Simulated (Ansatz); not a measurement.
# NiBiAs, from a guessed structure to a relaxed one, part 2 of 2

Starting from a made-up structure for NiBiAs, the aim is the relaxed cell, its shortest contacts and, where a second run follows, its electronic structure.

Ansatz 0.2.0; DFT, PBEsol, plane-wave PAW, files of the set soft_1, scalar-relativistic, ferromagnetic start, cell and ions relaxed at zero pressure; PAW set soft_1 (the session's first sound run).

So far: Starting point; Relaxation of the guess. The relaxed cell has a = 4.011, c = 4.167 Å (conventional setting).

### 3. Electronic structure of the relaxed cell

A second self-consistent run takes a narrower smearing and the mesh shown in its input; the bands follow along the standard path of the relaxed lattice.

This step: DFT, PBEsol, plane-wave PAW, files of the set soft_1, scalar-relativistic, no spin, bands and density of states at the relaxed cell; PAW set soft_1 (Ansatz 0.2.0).

The input, input.yaml:

```yaml
crystal:
  lattice:
    - [4.0109654049, 0.0, 0.0]
    - [-2.0054827025, 3.4735979344, 0.0]
    - [0.0, 0.0, 4.1665885794]
  atoms:
    - { symbol: Bi, position: [0.6666666667, 0.3333333333, 0.5] }
    - { symbol: As, position: [0.0, 0.0, 0.0] }
    - { symbol: Ni, position: [0.3333333333, 0.6666666667, 0.0] }
kpoints:
  mp_grid: { grid: [10, 10, 8] }
  band_path:
    path:
      - [[0.0, 0.0, 0.0], [0.5, 0.0, 0.0], [0.33333333, 0.33333333, 0.0], [0.0, 0.0, 0.0], [0.0, 0.0, 0.5], [0.5, 0.0, 0.5], [0.33333333, 0.33333333, 0.5], [0.0, 0.0, 0.5]]
      - [[0.5, 0.0, 0.5], [0.5, 0.0, 0.0]]
      - [[0.33333333, 0.33333333, 0.0], [0.33333333, 0.33333333, 0.5]]
    npoints: 8
scf:
  occupations: { method: fermi_dirac, width: 0.03 }
  n_extra_bands: 7
hamiltonian:
  xc: pbesol
  pseudopotentials: { kind: paw, azcp: { folder: soft_1 }, xc_functional: pbe }
output:
  forces: true
  stress: true
  write_bands: true
  dos: { projected: true }
  write_density: true
  write_potential: true
  elf: true
  volumetric_format: npy
```

Launch:

```bash
$ ansatz run input.yaml --threads 4 --pin off --max-ram 8192MiB --backend cpu --events-out ev --progress --plain --runs-dir out
```

Numbers of over 12 decimals in the logs are rounded to 6 here.

Log:

```text
[...]
Crystal: 3 atoms, lattice volume = 58.051 Å³
Basis set: ecut = 420 eV, 1129 PW (Γ), exchange–correlation on 54×54×60 points (8 copies of the dense FFT grid, shifted against one another)
Bands: 31, of which v1, the nominal top of the filled ones, is band 24 counted from 1 (23 counted from 0)
Symmetry: 12 space group operations
[...]
k-points: 70 of 800 (time reversal used)
[...]
SCF iter   1: F=—  HF=-22866.490203 eV  |F-HF|=—  |Δ(HF+E_count)|=         —  Δρ=2.03e-1  dr2=2.33e1  ethr=3.10e-3  ⟨swp⟩=6.2  Hψ=9087  notcnv=0
[...]
SCF iter  13: F=-22862.623488 eV  HF=-22862.623488 eV  |F-HF|=9.32e-9  |Δ(HF+E_count)|=   5.19e-8  Δρ=5.32e-6  dr2=1.79e-8  ethr=2.08e-10  ⟨swp⟩=14.9  Hψ=16340  notcnv=0
SCF 1 converged in 13 iterations: F = -22862.623488 eV  dr2 = 1.79e-8
[...]
NSCF: frozen V_eff on 75 k-points
SCF converged after 13 iterations
Free energy (F): -22862.623488 eV
[...]
Internal energy: -22862.619900 eV  (E = F + TS)
E sigma→0 (E₀):  -22862.621694 eV
Entropy (-TS):   -0.003587 eV (-1.196 meV/atom)
Fermi energy:    13.810021 eV
[...]
--- Stress (GPa, compression-positive) ---
       -0.159017      -0.000000       0.000000
       -0.000000      -0.159017       0.000000
        0.000000       0.000000       0.169155
  P = ⅓ Tr σ = -0.0496 GPa (-0.496 kbar)
--- Band table (eV; the first three rows and the last of 70) ---
  k-point 0: bands = [... 20 lower, 11.9568, 12.1739, 14.5632, 14.5632, 14.7971, 14.7971, 16.3506, 18.5908, ... 3 higher]
  k-point 1: bands = [... 20 lower, 11.9238, 12.2131, 14.6475, 14.6475, 14.8278, 14.8278, 16.5018, 18.1299, ... 3 higher]
  k-point 2: bands = [... 20 lower, 11.8480, 12.3370, 14.8283, 14.8283, 14.9378, 14.9378, 15.9883, 18.2929, ... 3 higher]
  k-point 69: bands = [... 20 lower, 11.3574, 12.1631, 12.1764, 12.3018, 12.8455, 18.1650, 18.3422, 20.3170, ... 3 higher]
```

Wall time 7.2 s (4 threads of Arm Neoverse V1, shared host); peak memory 0.4 GiB; 27 s of CPU time.

The column dr2 measures how far the density is from self-consistency, as an energy; F and HF (Harris–Foulkes) agree once it is small.

Numbers from this step:

```yaml
free_energy: -22862.6235 eV
energy_at_zero_smearing: -22862.6217 eV
smearing_term_ts: 0.003587 eV
fermi_energy: 13.81 eV
pressure: -0.04963 GPa
```

bands.tsv at the labelled points (eV, zero at the Fermi level; the bands that come nearest the Fermi level along the path):

```
point  band 21  band 22  band 23  band 24  band 25  band 26  band 27  band 28
    Γ    -1.85    -1.64     0.75     0.75     0.99     0.99     2.54     4.78
    M    -2.08    -1.90    -1.76    -0.15     0.53     0.94     2.83     3.55
    K    -2.46    -2.18    -1.43     0.01     0.21     1.03     2.69     3.89
    Γ    -1.85    -1.64     0.75     0.75     0.99     0.99     2.54     4.78
    A    -1.80    -0.29    -0.19     1.20     1.20     1.40     1.40     5.24
    L    -2.41    -1.53    -1.45    -1.20     0.79     0.99     1.30     7.72
    H    -2.45    -1.67    -1.64    -1.51    -1.00     4.57     4.67     6.68
    A    -1.80    -0.29    -0.19     1.20     1.20     1.40     1.40     5.24
    L    -2.41    -1.53    -1.45    -1.20     0.79     0.99     1.30     7.72
    M    -2.08    -1.90    -1.76    -0.15     0.53     0.94     2.83     3.55
    K    -2.46    -2.18    -1.43     0.01     0.21     1.03     2.69     3.89
    H    -2.45    -1.67    -1.64    -1.51    -1.00     4.57     4.67     6.68
```

States per cell as run, both spins, in windows of 1 eV, from dos.tsv (zero at the Fermi level): Near the top, bands beyond those computed are missing, so counts there can be too low.

| from | to | total |
| --- | --- | --- |
| -8 | -7 | 0.00 |
| -7 | -6 | 0.40 |
| -6 | -5 | 1.43 |
| -5 | -4 | 1.81 |
| -4 | -3 | 2.13 |
| -3 | -2 | 3.65 |
| -2 | -1 | 4.90 |
| -1 | 0 | 1.74 |
| 0 | 1 | 1.63 |
| 1 | 2 | 1.57 |
| 2 | 3 | 1.88 |
| 3 | 4 | 0.97 |
| 4 | 5 | 1.08 |

A further 32.0 states lie below the table's range.

Valence density in the ab plane at fractional z = 0.000, with atoms of As and Ni within 0.2 Å of it. It is the smooth field of the valence electrons, not physical close to the nuclei.

Ten steps, logarithmic in the rise over the least value, from '_' (0 e/Å³) to '@' (49 e/Å³), each cell a mean:
```
%%++::................::**%%
++--......::--::......::++**
......::++****==........::::
....::==%%@@##==............
__..==##@@@@**--..__________
__..==##%%##==..____________
__..--++++--..______________
__..::::::..________________
__........__________________
..........__________________
..::::....________________..
====--::..______________..::
%%##==::..____________..::++
@@%%==....__________....++%%
```
Columns run along a (4.0 Å), rows up along b (4.0 Å). Atoms in or near the plane, at fractional coordinates: As at (0.00, 0.00), Ni at (0.33, 0.67).

Electrostatic potential energy in the ab plane at fractional z = 0.000, with atoms of As and Ni within 0.2 Å of it. With pseudopotentials it is smooth inside the atoms' cores, unlike the true potential.

Values in eV, 14 rows by 14 columns, each cell a mean:
```
 28  13  -3   4  10   8   4   5  10  11   2  -3  18  31
  9  -2   2   7   0  -7 -10  -8   3   8  -1  -4  10  18
 -3   3   6  -4  -7   0  -2 -11  -2   8   1  -4  -4  -3
  8   9  -3  -8  14  25   7 -10   1  10   7   2   0   2
 12   6 -10   5  31  28   0  -8   9  13  13  12  12  13
 12   1 -10   6  19   7  -9   1  13  15  15  15  15  15
 12   0 -11  -8  -8  -9   3  12  15  16  16  16  16  15
 12   5  -6  -8  -4   4  13  15  16  16  16  16  16  15
 13  10   7   7  11  13  15  16  16  16  16  16  16  15
 10   6   4   6  11  14  15  16  16  16  16  16  15  14
 -3  -4  -5  -3   7  13  15  16  16  16  16  15  12   5
  3   7   0  -5   5  13  15  16  16  16  15  13   3  -3
 29  29   7  -4   7  13  15  15  15  15  12   4  -2  13
 32  29   3  -3  10  13  14  14  14  13   8  -3   9  28
```
Columns run along a (4.0 Å; values clipped at the 3rd and 97th percentile), rows up along b (4.0 Å). Atoms in or near the plane, at fractional coordinates: As at (0.00, 0.00), Ni at (0.33, 0.67).

ELF in the ab plane at fractional z = 0.000, with atoms of As and Ni within 0.2 Å of it. It is the smooth field of the valence electrons, not physical close to the nuclei.

Values, 14 rows by 14 columns, each cell a mean:
```
0.13 0.33 0.62 0.60 0.34 0.20 0.16 0.16 0.21 0.39 0.64 0.60 0.26 0.11
0.39 0.58 0.61 0.39 0.20 0.20 0.22 0.19 0.20 0.40 0.65 0.60 0.35 0.25
0.63 0.60 0.34 0.22 0.37 0.56 0.51 0.29 0.21 0.39 0.64 0.63 0.56 0.56
0.57 0.39 0.21 0.34 0.78 0.91 0.70 0.31 0.21 0.39 0.60 0.60 0.59 0.60
0.33 0.19 0.27 0.65 0.97 0.94 0.54 0.23 0.21 0.36 0.47 0.48 0.48 0.46
0.21 0.17 0.32 0.68 0.86 0.68 0.28 0.17 0.22 0.29 0.31 0.31 0.32 0.30
0.17 0.17 0.25 0.37 0.36 0.24 0.17 0.18 0.20 0.18 0.15 0.15 0.19 0.21
0.19 0.17 0.19 0.21 0.19 0.18 0.19 0.20 0.15 0.10 0.09 0.10 0.16 0.21
0.33 0.33 0.32 0.32 0.32 0.31 0.25 0.17 0.09 0.06 0.07 0.10 0.19 0.28
0.54 0.58 0.59 0.57 0.52 0.42 0.24 0.13 0.07 0.06 0.08 0.14 0.28 0.42
0.63 0.63 0.64 0.64 0.57 0.44 0.23 0.13 0.09 0.09 0.15 0.27 0.47 0.58
0.46 0.41 0.51 0.60 0.56 0.44 0.24 0.16 0.13 0.16 0.28 0.44 0.57 0.58
0.12 0.13 0.39 0.58 0.56 0.43 0.25 0.20 0.21 0.28 0.47 0.58 0.54 0.32
0.11 0.12 0.46 0.62 0.54 0.35 0.21 0.19 0.23 0.36 0.58 0.62 0.38 0.13
```
Columns run along a (4.0 Å), rows up along b (4.0 Å). Atoms in or near the plane, at fractional coordinates: As at (0.00, 0.00), Ni at (0.33, 0.67).

### 4. Results

```json
{
 "space group, relaxed": "P-6m2",
 "conventional cell": "a = 4.011, b = 4.011, c = 4.167 Å; α = 90.0°, β = 90.0°, γ = 120.0°",
 "volume per atom": "19.35 Å³ (guess 18.40)",
 "total moment": "0.00 μB in the cell of 3 atoms"
}
```

What this shows: NiBiAs relaxes to P-6m2 with a = 4.011, b = 4.011 and c = 4.167 Å. The guessed volume was 5 % too small. The space group P-6m2 was held in the relaxation, so the end point is a stationary structure within it and may be a saddle against distortions or other arrangements. The moments died out from this one start and weren't seeded again at the relaxed cell. Bands cross the Fermi level, so it is a metal or semimetal at this level. On the 10×10×8 mesh with the narrower smearing (relaxed on 8×8×7) the forces vanish, as symmetry may demand, and the largest stress component is 0.169 GPa, against the relaxation's thresholds of 0.015 eV/Å and 0.05 GPa. The cutoff wasn't tested. Spin-orbit coupling is left out, which can matter for elements this heavy. No dispersion term is used, so weakly bound directions may come out too long. Nothing here tests whether the compound is stable against decomposition.

[Logs are printed without paths, hosts, clocks, repeated set-up lines and the standing remarks that a program may print on its own settings, such as how far it seeks lower states.]

[Hosts, paths, dates, database ids (printed as entryN), source tags and the programs' standing remarks are cut or masked in the printed files.]
